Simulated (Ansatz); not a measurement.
## Quasi-harmonic thermodynamics of TePb (Fm-3m)

How much does TePb expand with temperature?

Main program and level: Ansatz 0.2.0; DFT RPBE, scalar-relativistic, plane waves, PAW.

## 1. Starting point

It takes space group Fm-3m (No. 225, cubic). The conventional cell has a = 6.462 Å, b = 6.462 Å, c = 6.462 Å, α = 90.00°, β = 90.00°, γ = 90.00°. Te has 6 Pb at 3.23 Å nearest. Nearest to Pb lie 6 Te at 3.23 Å. Farther neighbours and most contacts between anions are not listed.

Coordinates:

```cif
data_structure
_symmetry_space_group_name_H-M 'P 1'
_symmetry_Int_Tables_number 1
_cell_length_a 4.5693
_cell_length_b 4.5693
_cell_length_c 4.5693
_cell_angle_alpha 60.000
_cell_angle_beta 60.000
_cell_angle_gamma 60.000
_cell_volume 67.46
loop_
_atom_site_label
_atom_site_type_symbol
_atom_site_fract_x
_atom_site_fract_y
_atom_site_fract_z
_atom_site_occupancy
Te1 Te 0.50000 0.50000 0.50000 1
Pb2 Pb 0.00000 0.00000 0.00000 1
```

## 2. Probe on a coarse mesh

A cheap single point shows whether the cell is a metal or an insulator and how far it is from rest; that sets the k-mesh and the occupations of what follows.

Input file input.yaml:

```yaml
crystal:
  lattice:
    - [0.0, 3.231, 3.231]
    - [3.231, 0.0, 3.231]
    - [3.231, 3.231, 0.0]
  atoms:
    - { symbol: Te, position: [0.5, 0.5, 0.5] }
    - { symbol: Pb, position: [0.0, 0.0, 0.0] }
kpoints:
  mp_grid: { grid: [6, 6, 6] }
hamiltonian:
  xc: rpbe
scf:
  occupations: { method: gaussian, width: 0.1 }
output:
  forces: true
  stress: true
  eigenvalues: true
```

Launch:

```sh
> ansatz run input.yaml --threads 4 --pin off --max-ram 8192MiB --backend cpu --events-out ev --progress --plain --runs-dir out
```

Numbers of over 12 decimals in the logs are rounded to 6 here.

What it wrote:

```text
Engine: ansatz 0.2.0, x86_64-unknown-linux-gnu
Pseudopotentials: kind: paw
Pseudopotential: Te, paw, valence charge 16, recommended cutoff 420 eV (normal), Te.paw.azcp
Pseudopotential: Pb, paw, valence charge 14, recommended cutoff 420 eV (normal), Pb.paw.azcp
Functional definition: RPBE
  parameter kappa = 0.804
  parameter beta = 0.066725
  exchange = rpbe_x(kappa = kappa, mu = beta*pi^2/3)
  correlation = pbe_c(beta = beta)
Crystal: 2 atoms, lattice volume = 67.459 Å³
Basis set: ecut = 420 eV, 1363 PW (Γ), exchange–correlation on 64×64×64 points (8 copies of the dense FFT grid, shifted against one another)
Bands: 19, of which v1, the nominal top of the filled ones, is band 15 counted from 1 (14 counted from 0)
Symmetry: 48 space group operations
Space group: Fm-3m (ITA 225), of the structure as read, at distance tolerance 4.1e-5 Å
k-points: 16 of 216
Non-local potential: Te, projectors of the file, l = 0: 2, l = 1: 2, l = 2: 2, l = 3: 2
Non-local potential: Pb, projectors of the file, l = 0: 2, l = 1: 2, l = 2: 2, l = 3: 2
PAW form: soft (Blöchl's): semilocal exchange-correlation on the pseudo side does not see the compensation charge
PAW frozen core: Te, regenerated for the run's functional, and the local potential with it (the file was generated under x = pbe(κ = 0.804, μ = 0.219515), c = pbe(β = 0.066725))
PAW frozen core: Pb, regenerated for the run's functional, and the local potential with it (the file was generated under x = pbe(κ = 0.804, μ = 0.219515), c = pbe(β = 0.066725))
PAW one-centre angular grid: Te, 590 points (default); XC on 64 Gauss nodes
PAW one-centre angular grid: Pb, 590 points (default); XC on 64 Gauss nodes
Initial density: superposition of atomic densities (neutral atoms: chi_scale 0, normalization atom), corrected by the library's trained network
Initial wavefunctions: pseudopotential atomic-orbital guess
Functional: x = rpbe, c = pbe(β = 0.066725)
SCF iter   1: F=—  HF=-18911.288100 eV  |F-HF|=—  |Δ(HF+E_count)|=         —  Δρ=1.92e-3  dr2=2.07e-3  ethr=1.77e-3  ⟨swp⟩=6.4  Hψ=1559  notcnv=0
preconditioner: auto → none  [insulator: Δε(μ)=0.796 eV  Ē_g=14.817 eV  σ=0.100 eV  W_gap=1.00  n_scr=14 (ndim 8)  ℏωp=20.2 eV  f_vac=0.014  D(μ)=0.00/eV (n_scr^D=0)  ε∞_Penn≈2.9]
SCF iter   2: F=—  HF=-18911.285900 eV  |F-HF|=—  |Δ(HF+E_count)|=   2.20e-3  Δρ=6.12e-4  dr2=1.46e-4  ethr=6.89e-6  ⟨swp⟩=2.2  Hψ=684  notcnv=0
SCF iter   3: F=—  HF=-18911.285992 eV  |F-HF|=—  |Δ(HF+E_count)|=   9.29e-5  Δρ=3.20e-4  dr2=3.71e-5  ethr=4.87e-7  ⟨swp⟩=3.0  Hψ=553  notcnv=0
SCF iter   4: F=—  HF=-18911.286045 eV  |F-HF|=—  |Δ(HF+E_count)|=   5.28e-5  Δρ=4.72e-5  dr2=3.81e-6  ethr=1.24e-7  ⟨swp⟩=2.0  Hψ=384  notcnv=0
SCF iter   5: F=—  HF=-18911.286044 eV  |F-HF|=—  |Δ(HF+E_count)|=   1.22e-6  Δρ=1.52e-5  dr2=1.86e-7  ethr=1.27e-8  ⟨swp⟩=2.1  Hψ=433  notcnv=0
SCF iter   6: F=-18911.286044 eV  HF=-18911.286044 eV  |F-HF|=1.84e-8  |Δ(HF+E_count)|=   1.67e-7  Δρ=4.53e-6  dr2=2.21e-8  ethr=3.33e-10  ⟨swp⟩=6.8  Hψ=1510  notcnv=0
SCF 1 converged in 6 iterations: F = -18911.286044 eV  dr2 = 2.21e-8
  greatest PAW one-centre occupation: 0.997 electrons in one spin orbital (limit 2), on the Te atom at site 0 (counted from 0), in its partial waves of l = 2
SCF converged after 6 iterations
Free energy (F): -18911.286044 eV
Harris-Foulkes:  -18911.286044 eV  (|F-HF|=1.84e-8)
Internal energy: -18911.286044 eV  (E = F + TS)
E sigma→0 (E₀):  -18911.286044 eV
Fermi energy:    9.227219 eV
--- Per-component energies (eV) ---
  E_band       = -313.655196
  E_kinetic    = 468.083951
  E_local      = -2384.844010  (includes V_loc(G=0)·N_el)
  E_nonlocal   = 38.650968
  E_hartree    = 1256.283026
  E_xc         = -346.113109
  E_vxc        = -236.699957  (∫ρ·V_xc dr)
  E_paw        = -15090.466658  (= ΣΔE_a)
  E_vpaw       = -711.418106  (= ΣTr[D̂ρ^β])
  E_aug_tail   = -0.000140  (compensation charges beyond the density's cutoff)
  E_ewald      = -2852.919164
  E_core_change = 0.039091  (= ΣΔE_core)
  E_smearing   = -0.000000  (= −TS)
  E_closure    = -0.000000  (closes the sum)
  Σ components = -18911.286044   (vs F -18911.286044, Δ=0.00e0)
--- Forces (eV/Å), atoms counted from 1 ---
  atom   1  Te     0.00000000    -0.00000000     0.00000000
  atom   2  Pb    -0.00000000     0.00000000    -0.00000000
  max |Σ_I F_I| component: 2.93e-29 eV/Å
--- Stress (GPa, compression-positive) ---
        3.671586      -0.000000       0.000000
       -0.000000       3.671586       0.000000
        0.000000      -0.000000       3.671586
  P = ⅓ Tr σ = 3.6716 GPa (36.716 kbar)
--- Band table (eV; the first three rows and the last of 16) ---
  k-point 0: bands = [... 11 lower, 3.2697, 7.4611, 7.4611, 7.4611, 12.9363, 12.9363, 12.9363, 14.6586]
  k-point 1: bands = [... 11 lower, 2.5322, 7.5325, 7.5325, 7.8630, 11.7703, 11.9928, 11.9928, 14.5484]
  k-point 2: bands = [... 11 lower, 1.1277, 7.7439, 7.7439, 8.4541, 10.3398, 10.7014, 10.7014, 15.5086]
  k-point 15: bands = [... 11 lower, 1.0304, 4.6701, 5.4827, 7.5622, 11.6506, 13.1989, 14.8536, 14.9000]
```

Elapsed: 0.44 s, on 4 threads of Intel Xeon Gold 6455B (Sapphire Rapids), shared host; peak memory 0.4 GiB.

Numbers from this step:

```
pressure          : 3.672 GPa
gap on the k-mesh : 0.7943 eV
volume per atom   : 33.73 Å³
```

The start is under 3.7 GPa at this level and looks like an insulator or semiconductor on this mesh.

## 3. Relaxation

The vibrations must be taken about the equilibrium of this functional, not about the starting cell, so the structure is relaxed.

input.yaml, the sections that differ from step 2:

```yaml
kpoints:
  mp_grid: { grid: [8, 8, 8] }
scf:
  occupations: { method: gaussian, width: 0.02 }
relax:
  adjacent_minimum: "off"
  f_tol: 0.005
  max_steps: 80
  cell: { stress_tol: 0.05 }
# crystal, hamiltonian, output: as in step 2
```

What it wrote:

```text
[...]
Crystal: 2 atoms, lattice volume = 67.459 Å³
Basis set: ecut = 420 eV, 1363 PW (Γ), exchange–correlation on 64×64×64 points (8 copies of the dense FFT grid, shifted against one another)
Bands: 19, of which v1, the nominal top of the filled ones, is band 15 counted from 1 (14 counted from 0)
Symmetry: 48 space group operations
[...]
k-points: 29 of 512
[...]
SCF iter   1: F=—  HF=-18911.287537 eV  |F-HF|=—  |Δ(HF+E_count)|=         —  Δρ=1.93e-3  dr2=2.08e-3  ethr=1.77e-3  ⟨swp⟩=6.8  Hψ=2930  notcnv=0
[...]
SCF iter   6: F=-18911.285359 eV  HF=-18911.285359 eV  |F-HF|=1.25e-8  |Δ(HF+E_count)|=   1.49e-7  Δρ=3.94e-6  dr2=1.73e-8  ethr=3.33e-10  ⟨swp⟩=6.3  Hψ=2627  notcnv=0
SCF 1 converged in 6 iterations: F = -18911.285359 eV  dr2 = 1.73e-8
[...]
relax step   1: F+E_penalty+E_count = -18911.28535899 eV  Δ(F+E_penalty+E_count) = +0.000e0 eV  max|allowed force component| = 2.206e-29 eV/Å  Δτ_max = 0.0000 Å  P = +3.663 GPa  Ω = 67.459 Å³  (6 SCF iters, dr2 threshold 1.00e-7 eV, accepted)
Crystal: 2 atoms, lattice volume = 75.119 Å³
Basis set: ecut = 420 eV, 1459 PW (Γ), exchange–correlation on 64×64×64 points (8 copies of the dense FFT grid, shifted against one another)
[...]
iter 1 solved again at ethr=9.88e-6 eV; its pass at ethr=3.10e-3 eV (dr2=2.96e-3 eV) is discarded
[...]
SCF iter   5: F=-18911.347298 eV  HF=-18911.347298 eV  |F-HF|=1.54e-7  |Δ(HF+E_count)|=   5.04e-6  Δρ=1.22e-5  dr2=1.09e-7  ethr=6.67e-10  ⟨swp⟩=5.2  Hψ=2987  notcnv=0
SCF 2 converged in 5 iterations: F = -18911.347298 eV  dr2 = 1.09e-7
relax step   2: F+E_penalty+E_count = -18911.34729848 eV  Δ(F+E_penalty+E_count) = -6.194e-2 eV  max|allowed force component| = 1.348e-30 eV/Å  Δτ_max = 0.0000 Å  P = -0.620 GPa  Ω = 75.119 Å³  energy of the carried Pulay correction = -9.564e-4 eV  (5 SCF iters, dr2 threshold 2.00e-7 eV, accepted)
Crystal: 2 atoms, lattice volume = 73.905 Å³
[...]
SCF iter   4: F=-18911.350179 eV  HF=-18911.350179 eV  |F-HF|=5.82e-8  |Δ(HF+E_count)|=   1.68e-6  Δρ=7.86e-6  dr2=4.82e-8  ethr=6.67e-10  ⟨swp⟩=4.8  Hψ=2706  notcnv=0
SCF 3 converged in 4 iterations: F = -18911.350179 eV  dr2 = 4.82e-8
relax step   3: F+E_penalty+E_count = -18911.35017869 eV  Δ(F+E_penalty+E_count) = -2.880e-3 eV  max|allowed force component| = 1.190e-29 eV/Å  Δτ_max = 0.0000 Å  P = -0.094 GPa  Ω = 73.905 Å³  energy of the carried Pulay correction = -8.117e-4 eV  (4 SCF iters, dr2 threshold 2.00e-7 eV, accepted)
[...]
relax step   4: F+E_penalty+E_count = -18911.35026575 eV  Δ(F+E_penalty+E_count) = -8.707e-5 eV  max|allowed force component| = 1.121e-29 eV/Å  Δτ_max = 0.0000 Å  P = +0.003 GPa  Ω = 73.692 Å³  energy of the carried Pulay correction = -7.860e-4 eV  (4 SCF iters, dr2 threshold 2.22e-8 eV, accepted)
[...]
SCF iter   6: F=-18911.351004 eV  HF=-18911.351004 eV  |F-HF|=4.37e-11  |Δ(HF+E_count)|=   1.04e-8  Δρ=9.18e-8  dr2=6.33e-12  ethr=1.00e-12  ⟨swp⟩=5.8  Hψ=3064  notcnv=0
SCF 5 converged in 6 iterations: F = -18911.351004 eV  dr2 = 6.33e-12
relax step   5: F+E_penalty+E_count = -18911.35100367 eV  Δ(F+E_penalty+E_count) = -7.379e-4 eV  max|allowed force component| = 1.101e-29 eV/Å  Δτ_max = 0.0000 Å  P = -0.001 GPa  Ω = 73.692 Å³  stress off target by 7.04e-4 GPa  SCF on the basis re-selected at this cell (its energy is not comparable with the rows above)  (6 SCF iters)
basis re-selected at this cell: Δ(F+E_penalty+E_count) = -7.379e-4 eV, ΔP = -0.003 GPa vs the last step (what re-selecting the basis moved, of the pressure what is left beyond the Pulay correction that the steps carried, after the strain that the cell walked since its last selection, with what the two solves' SCF thresholds leave and, on support functions, any second-order correction that the steps lacked; it is no m [...]
SCF converged after 6 iterations
Free energy (F): -18911.351004 eV
[...]
Internal energy: -18911.351004 eV  (E = F + TS)
E sigma→0 (E₀):  -18911.351004 eV
Fermi energy:    7.957781 eV
[...]
--- Stress (GPa, compression-positive) ---
       -0.000704      -0.000000      -0.000000
       -0.000000      -0.000704       0.000000
       -0.000000       0.000000      -0.000704
  P = ⅓ Tr σ = -0.0007 GPa (-0.007 kbar)
--- Band table (eV; the first three rows and the last of 29) ---
  k-point 0: bands = [... 11 lower, 1.7077, 6.4405, 6.4405, 6.4405, 11.4826, 11.4826, 11.4826, 13.5159]
  k-point 1: bands = [... 11 lower, 1.3819, 6.4763, 6.4763, 6.6052, 10.7879, 10.9638, 10.9638, 13.3979]
  k-point 2: bands = [... 11 lower, 0.6114, 6.5861, 6.5861, 6.9425, 9.6978, 10.0415, 10.0415, 13.6795]
  k-point 28: bands = [... 11 lower, -0.1917, 4.3010, 4.3010, 7.2411, 9.2749, 12.6764, 12.6764, 14.2231]
--- Relaxed structure (4 steps of the walk, 4 accepted, 1 SCFs on fresh bases) ---
  F+E_penalty+E_count = -18911.35100367 eV   max|allowed force component| = 1.101e-29 eV/Å   (the final SCF, on the basis selected at the relaxed cell)
  cell:  # Å, volume = 73.6918 Å³
    - [0, 3.327589, 3.327589]
    - [3.327589, 0, 3.327589]
    - [3.327589, 3.327589, 0]
  atoms:
    - { symbol: Te, position: [0.5, 0.5, 0.5] }
    - { symbol: Pb, position: [0, 0, 0] }
```

Wall time 2.2 s (4 threads); peak memory 0.46 GiB.

Step by step:

```
step  energy less that of the first step (eV)  largest force component (eV/Å)  pressure (GPa)  volume (Å³)
   1                                   0.0000                          0.0000            3.66        67.46
   2                                  -0.0619                          0.0000           -0.62        75.12
   3                                  -0.0648                          0.0000           -0.09        73.91
   4                                  -0.0649                          0.0000            0.00        73.69
  5*                                  -0.0656                          0.0000            0.00        73.69
```

Relaxation steps marked * repeat the geometry before them on a plane-wave basis chosen anew for their cell, so energy and pressure can jump there.

Forces are held to the 48 operations that the run works with; a distortion that breaks them can't arise in this run.

```
conventional cell, symmetrised  before  after  change
                         a (Å)   6.462  6.655  +3.0 %
                         b (Å)   6.462  6.655  +3.0 %
                         c (Å)   6.462  6.655  +3.0 %
              volume (Å³/atom)   33.73  36.85  +9.2 %
```

Final coordinates:

```xyz
2
Lattice="0.0000 3.3276 3.3276 3.3276 0.0000 3.3276 3.3276 3.3276 0.0000" Properties=species:S:1:pos:R:3 pbc="T T T"
Te    3.3276    3.3276    3.3276
Pb    0.0000    0.0000    0.0000
```

This step gave:

```yaml
pressure: -7.04e-4 GPa
gap_on_the_k_mesh: 0.9655 eV
volume_per_atom: 36.85 Å³
```

The relaxation ends with a pressure of 0.00 GPa.

## 4. A second relaxation

The relaxation is run once more from where the first one ended, as the script does after a large change of volume or of the gap, with mesh and occupations reviewed.

input.yaml, the sections that differ from step 3:

```yaml
crystal:
  lattice:
    - [0.0, 3.327588809, 3.327588809]
    - [3.327588809, 0.0, 3.327588809]
    - [3.327588809, 3.327588809, 0.0]
  atoms:
    - { symbol: Te, position: [0.5, 0.5, 0.5] }
    - { symbol: Pb, position: [0.0, 0.0, 0.0] }
output:
  forces: true
  stress: true
  eigenvalues: true
  write_density: true
  write_potential: true
  elf: true
  volumetric_format: npy
# kpoints, hamiltonian, scf, relax: as in step 3
```

What it wrote:

```text
[...]
Crystal: 2 atoms, lattice volume = 73.692 Å³
Basis set: ecut = 420 eV, 1459 PW (Γ), exchange–correlation on 64×64×64 points (8 copies of the dense FFT grid, shifted against one another)
Bands: 19, of which v1, the nominal top of the filled ones, is band 15 counted from 1 (14 counted from 0)
Symmetry: 48 space group operations
[...]
k-points: 29 of 512
[...]
SCF iter   1: F=—  HF=-18911.352817 eV  |F-HF|=—  |Δ(HF+E_count)|=         —  Δρ=1.83e-3  dr2=2.30e-3  ethr=1.77e-3  ⟨swp⟩=6.8  Hψ=2874  notcnv=0
[...]
SCF iter   6: F=-18911.351004 eV  HF=-18911.351004 eV  |F-HF|=6.04e-8  |Δ(HF+E_count)|=   4.19e-7  Δρ=7.39e-6  dr2=6.83e-8  ethr=3.33e-10  ⟨swp⟩=8.3  Hψ=4352  notcnv=0
SCF 1 converged in 6 iterations: F = -18911.351004 eV  dr2 = 6.83e-8
[...]
relax step   1: F+E_penalty+E_count = -18911.35100364 eV  Δ(F+E_penalty+E_count) = +0.000e0 eV  max|allowed force component| = 1.568e-29 eV/Å  Δτ_max = 0.0000 Å  P = -0.000 GPa  Ω = 73.692 Å³  (6 SCF iters, dr2 threshold 1.00e-7 eV, accepted)
[...]
SCF iter   5: F=-18911.351004 eV  HF=-18911.351004 eV  |F-HF|=2.55e-11  |Δ(HF+E_count)|=  1.67e-10  Δρ=1.13e-7  dr2=1.26e-11  ethr=1.00e-12  ⟨swp⟩=5.6  Hψ=2882  notcnv=0
SCF 2 converged in 5 iterations: F = -18911.351004 eV  dr2 = 1.26e-11
relax step   2: F+E_penalty+E_count = -18911.35100367 eV  Δ(F+E_penalty+E_count) = -3.441e-8 eV  max|allowed force component| = 1.611e-29 eV/Å  Δτ_max = 0.0000 Å  P = -0.001 GPa  Ω = 73.692 Å³  stress off target by 6.97e-4 GPa  SCF on the basis re-selected at this cell (its energy is not comparable with the rows above)  (5 SCF iters)
[...]
SCF converged after 5 iterations
Free energy (F): -18911.351004 eV
[...]
Internal energy: -18911.351004 eV  (E = F + TS)
E sigma→0 (E₀):  -18911.351004 eV
Fermi energy:    7.957775 eV
[...]
--- Stress (GPa, compression-positive) ---
       -0.000697      -0.000000       0.000000
       -0.000000      -0.000697      -0.000000
        0.000000       0.000000      -0.000697
  P = ⅓ Tr σ = -0.0007 GPa (-0.007 kbar)
--- Band table (eV; the first three rows and the last of 29) ---
  k-point 0: bands = [... 11 lower, 1.7077, 6.4405, 6.4405, 6.4405, 11.4826, 11.4826, 11.4826, 13.5159]
  k-point 1: bands = [... 11 lower, 1.3819, 6.4763, 6.4763, 6.6052, 10.7879, 10.9638, 10.9638, 13.3979]
  k-point 2: bands = [... 11 lower, 0.6114, 6.5861, 6.5861, 6.9425, 9.6978, 10.0415, 10.0415, 13.6795]
  k-point 28: bands = [... 11 lower, -0.1917, 4.3010, 4.3010, 7.2411, 9.2749, 12.6764, 12.6764, 14.2231]
--- Relaxed structure (1 steps of the walk, 1 accepted, 1 SCFs on fresh bases) ---
[...]
cell:  # Å, volume = 73.6918 Å³
    - [0.0, 3.327588809, 3.327588809]
    - [3.327588809, 0.0, 3.327588809]
    - [3.327588809, 3.327588809, 0.0]
  atoms:
    - { symbol: Te, position: [0.5, 0.5, 0.5] }
    - { symbol: Pb, position: [0.0, 0.0, 0.0] }
```

Run time: 1.1 s. Hardware: 4 threads; peak memory 0.47 GiB; 3.5 s of CPU time.

Little changed from the start: no atom moved by 0.005 Å and no cell edge by 0.1 %.

This step gave:

- pressure: -6.97e-4 GPa

ELF in the ac plane of the conventional cell at fractional y = 0.000, with atoms of Te and Pb within 0.2 Å of it. It is the smooth field of the valence electrons, not physical close to the nuclei.

Values, 10 rows by 16 columns, each cell a mean:
```
0.14 0.31 0.37 0.25 0.46 0.63 0.44 0.19 0.15 0.33 0.58 0.58 0.28 0.32 0.37 0.19
0.35 0.32 0.23 0.13 0.26 0.53 0.62 0.59 0.58 0.61 0.60 0.37 0.14 0.18 0.29 0.34
0.45 0.41 0.29 0.14 0.08 0.16 0.28 0.34 0.35 0.31 0.20 0.10 0.09 0.22 0.37 0.44
0.50 0.57 0.63 0.45 0.18 0.22 0.35 0.37 0.37 0.36 0.28 0.17 0.32 0.60 0.61 0.53
0.11 0.26 0.56 0.59 0.29 0.33 0.36 0.11 0.06 0.25 0.39 0.27 0.47 0.62 0.40 0.11
0.15 0.33 0.58 0.58 0.28 0.32 0.37 0.19 0.14 0.31 0.37 0.25 0.46 0.63 0.44 0.19
0.58 0.61 0.60 0.37 0.14 0.18 0.29 0.34 0.35 0.32 0.23 0.13 0.26 0.53 0.62 0.59
0.35 0.31 0.20 0.10 0.09 0.22 0.37 0.44 0.45 0.41 0.29 0.14 0.08 0.16 0.28 0.34
0.37 0.36 0.28 0.17 0.32 0.60 0.61 0.53 0.50 0.57 0.63 0.45 0.18 0.22 0.35 0.37
0.06 0.25 0.39 0.27 0.47 0.62 0.40 0.11 0.11 0.26 0.56 0.59 0.29 0.33 0.36 0.11
```
Columns run along a (6.7 Å), rows up along c (6.7 Å), edges of the conventional cell, whose origin can differ from the input's. Atoms in or near the plane, at fractional coordinates: Te at (0.50, 0.00), Te at (0.00, 0.50), Pb at (0.00, 0.00), Pb at (0.50, 0.50).

Valence density in the ac plane of the conventional cell at fractional y = 0.000, with atoms of Te and Pb within 0.2 Å of it. It is the smooth field of the valence electrons, not physical close to the nuclei.

Ten steps, logarithmic in the rise over the least value, from '0' (0 e/Å³) to '9' (15 e/Å³), each cell a mean:
```
8742112489963211368
6531012357642101246
3310001233321000123
1100000112210000011
1100000011100000001
2110000011110000012
3321000133321000123
6532101356642101246
9742112478763112369
9852112578863112379
8642112467753111358
5421001245431001234
2210000122210000122
1100000011100000011
1100000011110000001
2210000122221000012
5421001245432100134
7642112468753111357
8752112589963211368
```
Columns run along a (6.7 Å), rows up along c (6.7 Å), edges of the conventional cell, whose origin can differ from the input's. Atoms in or near the plane, at fractional coordinates: Te at (0.50, 0.00), Te at (0.00, 0.50), Pb at (0.00, 0.00), Pb at (0.50, 0.50).

Electrostatic potential energy in the ac plane of the conventional cell at fractional y = 0.000, with atoms of Te and Pb within 0.2 Å of it. With pseudopotentials it is smooth inside the atoms' cores, unlike the true potential.

Values in eV, 10 rows by 16 columns, each cell a mean:
```
-27 -31  -8   7   9   2  -6  17  22   2  -4   8   8   1 -25 -30
 -7   0   7  10  11   9   4  -2  -3   1   8  10  10   8   3  -5
  8   9  10  11  11  11   9   8   8   9  10  11  11  11   9   8
 -5  -3   6  10  10   7  -3 -15 -17  -9   4   9  10   8   0  -5
 31   9  -6   7   8  -1 -29 -27 -23 -32 -12   6   8   0  -4  26
 22   2  -4   8   8   1 -25 -30 -27 -31  -8   7   9   2  -6  17
 -3   1   8  10  10   8   3  -5  -7   0   7  10  11   9   4  -2
  8   9  10  11  11  11   9   8   8   9  10  11  11  11   9   8
-17  -9   4   9  10   8   0  -5  -5  -3   6  10  10   7  -3 -15
-23 -32 -12   6   8   0  -4  26  31   9  -6   7   8  -1 -29 -27
```
Columns run along a (6.7 Å; values clipped at the 3rd and 97th percentile), rows up along c (6.7 Å), edges of the conventional cell, whose origin can differ from the input's. Atoms in or near the plane, at fractional coordinates: Te at (0.50, 0.00), Te at (0.00, 0.50), Pb at (0.00, 0.00), Pb at (0.50, 0.50).

(Part 1 of 3 ends here.)

[Logs are printed without paths, hosts, clocks, repeated set-up lines and the standing remarks that a program may print on its own settings, such as how far it seeks lower states.]

[Hosts, paths, dates, database ids (printed as entryN), source tags and the programs' standing remarks are cut or masked in the printed files.]

[A step with changed settings may run another functional than the one named; its input shows which.]
